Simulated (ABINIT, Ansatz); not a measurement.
# SF6 (Im-3m): G0W0 on several meshes in ABINIT, part 2 of 2

How does the mesh move the gap of SF6 (Im-3m)?

ABINIT 10.8.3; LDA and many-body steps on it, plane waves. Known limits of the many-body steps: not at the basis limit; coarse k mesh.

So far. Step 4 (2×2×2): The gap on the mesh goes from 6.13 eV to 12.00 eV, a correction of +5.87 eV. Step 5 (Empty states on the mesh, 4×4×4 mesh, 94 bands): On this mesh the gap is 6.132 eV.

## Step 6: Screening, 4×4×4 mesh, 86 bands, screening to 114.3 eV

This step: RPA screening on LDA, plane waves, norm-conserving pseudopotentials.

Contents of run.abi:

```
acell 3*1.0 Angstrom
rprim 
  -2.873504736200 2.873504736200 2.873504736200
  2.873504736200 -2.873504736200 2.873504736200
  2.873504736200 2.873504736200 -2.873504736200
ntypat 2
znucl 16 9
natom 7
typat 1 2 2 2 2 2 2
xred 
  0.000000000000 0.000000000000 0.000000000000
  0.725627210000 0.725627210000 0.000000000000
  0.274372790000 0.274372790000 0.000000000000
  0.000000000000 0.274372790000 0.274372790000
  0.000000000000 0.725627210000 0.725627210000
  0.725627210000 0.000000000000 0.725627210000
  0.274372790000 0.000000000000 0.274372790000
pp_dirpath "pseudos"
pseudos "S.upf, F.upf"
ecut 36
ngkpt 4 4 4
nshiftk 1
shiftk 0 0 0
kptopt 1
chksymbreak 0
istwfk *1
occopt 1
irdwfk 1
optdriver 3
nband 86
ecuteps 4.2
inclvkb 2
awtr 1
symchi 1
indata_prefix "in"
outdata_prefix "out"
tmpdata_prefix "tmp"
fftgw 31
```

Started as:

```console
$ OMP_NUM_THREADS=1 mpirun -n 4 abinit run.abi > log
```

Numbers of over 12 decimals in the logs are rounded to 6 here.

Output:

```text
.Version 10.8.3 of ABINIT. v10.8.2 released Aug 2026.

 Symmetries : space group Im -3 m (#229); Bravais cI (body-center cubic)
[... echo of the input left out ...]
== DATASET  1 ==================================================================
-   mpi_nproc: 4, omp_nthreads: 1 (-1 if OMP is not activated)

--- !DatasetInfo
iteration_state: {dtset: 1, }
dimensions: {natom: 7, nkpt: 8, mband: 86, nsppol: 1, nspinor: 1, nspden: 1, mpw: 6632, }
cutoff_energies: {ecut:  36.0, pawecutdg:  -1.0, }
electrons: {nelect:   4.80000000E+01, charge:   0.00000000E+00, occopt:   1.00000000E+00, tsmear:   1.00000000E-02, }

 SCREENING: Calculation of the susceptibility and dielectric matrices

 Based on a program developped by R.W. Godby, V. Olevano, G. Onida, and L. Reining.
 Incorporated in ABINIT by V. Olevano, G.-M. Rignanese, and M. Torrent.
.Using double precision arithmetic ; gwpc =  8

[... cell and pseudopotentials left out ...]
--------------------------------------------------------------------------------

 ==== K-mesh for the wavefunctions ====
 Number of points in the irreducible wedge :     8
[... list of points left out ...]
 Together with 48 symmetry operations and time-reversal symmetry
 yields    64 points in the full Brillouin Zone.

 ==== Q-mesh for the screening function ====
 Number of points in the irreducible wedge :     8
[... list of points left out ...]
 Together with 48 symmetry operations and time-reversal symmetry
 yields    64 points in the full Brillouin Zone.

 setmesh: FFT mesh size selected  =    45x   45x   45
          total number of points  =        91125

 vcoul_init : cutoff-mode = AUXILIARY_FUNCTION
 q-points for optical limit:   1
     1)      0.000010    0.000020    0.000030

- screening: taking advantage of time-reversal symmetry
- Maximum band index for partially occupied states nbvw = 24
- Remaining bands to be divided among processors   nbcw = 62
- Number of bands treated by each node ~15

 Number of electrons calculated from density =   48.0000; Expected =   48.0000
 average of density, n =  0.074946
 r_s =    1.4714
 omega_plasma =   26.4077 [eV]

 calculating chi0 at frequencies [eV] :
  1    0.000000E+00    0.000000E+00
  2    0.000000E+00    2.640767E+01

--------------------------------------------------------------------------------
  q-point number  1        q = ( 0.000000, 0.000000, 0.000000) [r.l.u.]
--------------------------------------------------------------------------------
[... chi0 elements left out ...]
 For q-point:  0.000010 0.000020 0.000030
  dielectric constant =   1.7505
  dielectric constant without local fields =   1.9776

  Average fulfillment of the sum rule on Im[epsilon] for q-point    1 :     33.77  [%]
[... wings left out ...]
  q-point number  2        q = ( 0.250000, 0.000000, 0.000000) [r.l.u.]
--------------------------------------------------------------------------------
[... chi0 elements left out ...]
  Average fulfillment of the sum rule on Im[epsilon] for q-point    2 :     45.29  [%]

 [... 6 further q-points ...]
```

The job ended after 4.2 min (4 MPI ranks of Intel Xeon Platinum 8259CL at 2.50GHz (Skylake/Cascade Lake), shared host; peak memory 2.5 GiB; 17 min of CPU time).

Numbers from this step:

```yaml
eps_infinity_with_local_fields_on_this_mesh_along_the_program_s_q_direction: 1.750
the_same_without_local_fields: 1.978
plasma_frequency: 26.41 eV
plane_waves_in_the_screening_matrix: 249
```

## Step 7: 4×4×4

This step: G0W0 on LDA, plane waves, norm-conserving pseudopotentials.

Changes to run.abi since step 6:

```diff
@@ -28,8 +28,15 @@
 irdwfk 1
-optdriver 3
+optdriver 4
 nband 86
+gwcalctyp 0
+ecutsigx 36
+symsigma 1
+nkptgw 1
+kptgw 
+  0.0000000000 0.0000000000 0.0000000000
+bdgw 
+  22 26
 ecuteps 4.2
-inclvkb 2
-awtr 1
-symchi 1
+irdscr 1
+ppmodel 1
 indata_prefix "in"
```

Output:

```text
.Version 10.8.3 of ABINIT. v10.8.2 released Aug 2026.

 Symmetries : space group Im -3 m (#229); Bravais cI (body-center cubic)
[... echo of the input left out ...]
== DATASET  1 ==================================================================
-   mpi_nproc: 4, omp_nthreads: 1 (-1 if OMP is not activated)

--- !DatasetInfo
iteration_state: {dtset: 1, }
dimensions: {natom: 7, nkpt: 8, mband: 86, nsppol: 1, nspinor: 1, nspden: 1, mpw: 6632, }
cutoff_energies: {ecut:  36.0, pawecutdg:  -1.0, }
electrons: {nelect:   4.80000000E+01, charge:   0.00000000E+00, occopt:   1.00000000E+00, tsmear:   1.00000000E-02, }

 SIGMA: Calculation of the GW corrections

 Based on a program developped by R.W. Godby, V. Olevano, G. Onida, and L. Reining.
 Incorporated in ABINIT by V. Olevano, G.-M. Rignanese, and M. Torrent.
.Using double precision arithmetic ; gwpc =  8

[... cell and pseudopotentials left out ...]
--------------------------------------------------------------------------------

 ==== K-mesh for the wavefunctions ====
 Number of points in the irreducible wedge :     8
[... list of points left out ...]
 Together with 48 symmetry operations and time-reversal symmetry
 yields    64 points in the full Brillouin Zone.

 ==== Q-mesh for screening function ====
 Number of points in the irreducible wedge :     8
[... list of points left out ...]
 Together with 48 symmetry operations and time-reversal symmetry
 yields    64 points in the full Brillouin Zone.

 vcoul_init : cutoff-mode = AUXILIARY_FUNCTION
 q-points for optical limit:   1
     1)      0.000010    0.000020    0.000030
 setmesh: FFT mesh size selected  =    45x   45x   45
          total number of points  =        91125

 Number of electrons calculated from density =   48.0000; Expected =   48.0000
[...]
number of q-points in IBZ                           8
 number of symmetry operations                      48
 number of k-points in BZ                           64
 number of q-points in BZ                           64
 number of frequencies for dSigma/dE                 9
 frequency step for dSigma/dE [eV]                0.25
 number of omega for Sigma on real axis              0
 max omega for Sigma on real axis  [eV]           0.00
 zcut for avoiding poles [eV]                     0.10

 EPSILON^-1 parameters (SCR file):
 dimension of the eps^-1 matrix on file            249
 dimension of the eps^-1 matrix used               249
 number of plane-waves for wavefunctions          6603
 number of bands                                    86
 number of q-points in IBZ                           8
 number of frequencies                               2
 number of real frequencies                          1
 number of imag frequencies                          1

 matrix elements of self-energy operator (all in [eV])

 Perturbative Calculation

--- !SelfEnergy_ee
iteration_state: {dtset: 1, }
kpoint     : [   0.000,    0.000,    0.000, ]
spin       : 1
KS_gap     :    6.132
QP_gap     :   12.226
Delta_QP_KS:    6.094
data: !SigmaeeData |
     Band     E0 <VxcDFT>   SigX SigC(E0)      Z dSigC/dE  Sig(E)    E-E0       E
       22  -3.665 -23.540 -31.886   5.062   0.835  -0.197 -26.283  -2.743  -6.408
       23  -3.665 -23.540 -31.886   5.062   0.835  -0.197 -26.283  -2.743  -6.408
       24  -3.665 -23.540 -31.886   5.062   0.835  -0.197 -26.283  -2.743  -6.408
       25   2.467 -18.486 -12.645  -2.008   0.874  -0.144 -15.135   3.350   5.817
       26   6.635 -10.217  -5.198  -2.260   0.905  -0.105  -7.722   2.495   9.130

== END DATASET(S) ==============================================================
================================================================================

 -outvars: echo values of variables after computation  --------
           etotal      0.0000000000E+00
            nband          86
             nkpt           8
          spgroup         229
 [... the other variables as echoed above ...]

 Calculation completed.
```

Run time: 12 s. Hardware: 4 MPI ranks; peak memory 1.7 GiB; 48 s of CPU time.

This step gave:

```yaml
g0w0_gap_on_the_points_computed: 12.23 eV
starting_gap_on_the_mesh: 6.132 eV
k_of_the_valence_top: 0, 0, 0
k_of_the_conduction_bottom: 0, 0, 0
z_at_the_valence_top: 0.835
z_at_the_conduction_bottom: 0.874
least_direct_g0w0_gap_on_the_computed_points: 12.23 eV
```

Against G0W0 in ABINIT (2×2×2 mesh, 86 bands, screening to 114.3 eV, Godby-Needs plasmon pole), the gap moves by +0.227 eV.

## Step 8: The runs together

Times are wall times on 4 MPI ranks of Intel Xeon Platinum 8259CL at 2.50GHz (Skylake/Cascade Lake), shared host, good to a factor of about two. A run's time includes the screening step that it read.

```csv
run,mesh,bands,screening cutoff (eV),DFT gap (eV),gap on the mesh (eV),direct (eV),ε∞ used,time
2×2×2,2×2×2,86,114.3,6.132,11.998,11.998,1.75,38 s
4×4×4,4×4×4,86,114.3,6.132,12.225,12.225,1.75,4.4 min
```

## Step 9: Results

```json
{"2×2×2": "11.998 eV", "4×4×4": "12.225 eV", "known limits": "not at the basis limit; coarse k mesh"}
```

4×4×4: +0.227 eV against 2×2×2. Bands and cutoff are finite, so the gap is not at the basis limit. The miss can reach some tenths of an eV and take either sign; the mesh is an error of its own. In the first G0W0 run levels were corrected at 1 k point alone, so a gap called «on the mesh» is the least over those, and an edge elsewhere would be missed. The 2×2×2 mesh is coarse for this cell, which bears on the long-range parts of exchange and screening.

[Paths, hosts, dates, memory and timing lines, banners, echoed tables and standing remarks are left out of the program output.]

[Logs are printed without paths, hosts, clocks, repeated set-up lines and the standing remarks that a program may print on its own settings, such as how far it seeks lower states.]

[Runs of the session that timed out or met a known fault of the program may be left out.]

[No measured gap is set beside runs whose start may be inverted or whose files or cutoffs have a known fault.]

[Hosts, paths, dates, database ids (printed as entryN), source tags and the programs' standing remarks are cut or masked in the printed files.]

[G0W0 gaps are taken among the corrected bands and points alone; a level outside them can change the order at an edge.]

[Where Ansatz stands beside ABINIT at settings called matched, ABINIT's density can come from a denser mesh and the files from another edition; pairs whose starting gaps differed by over 0.03 eV were left out, so agreement reads better than it is.]
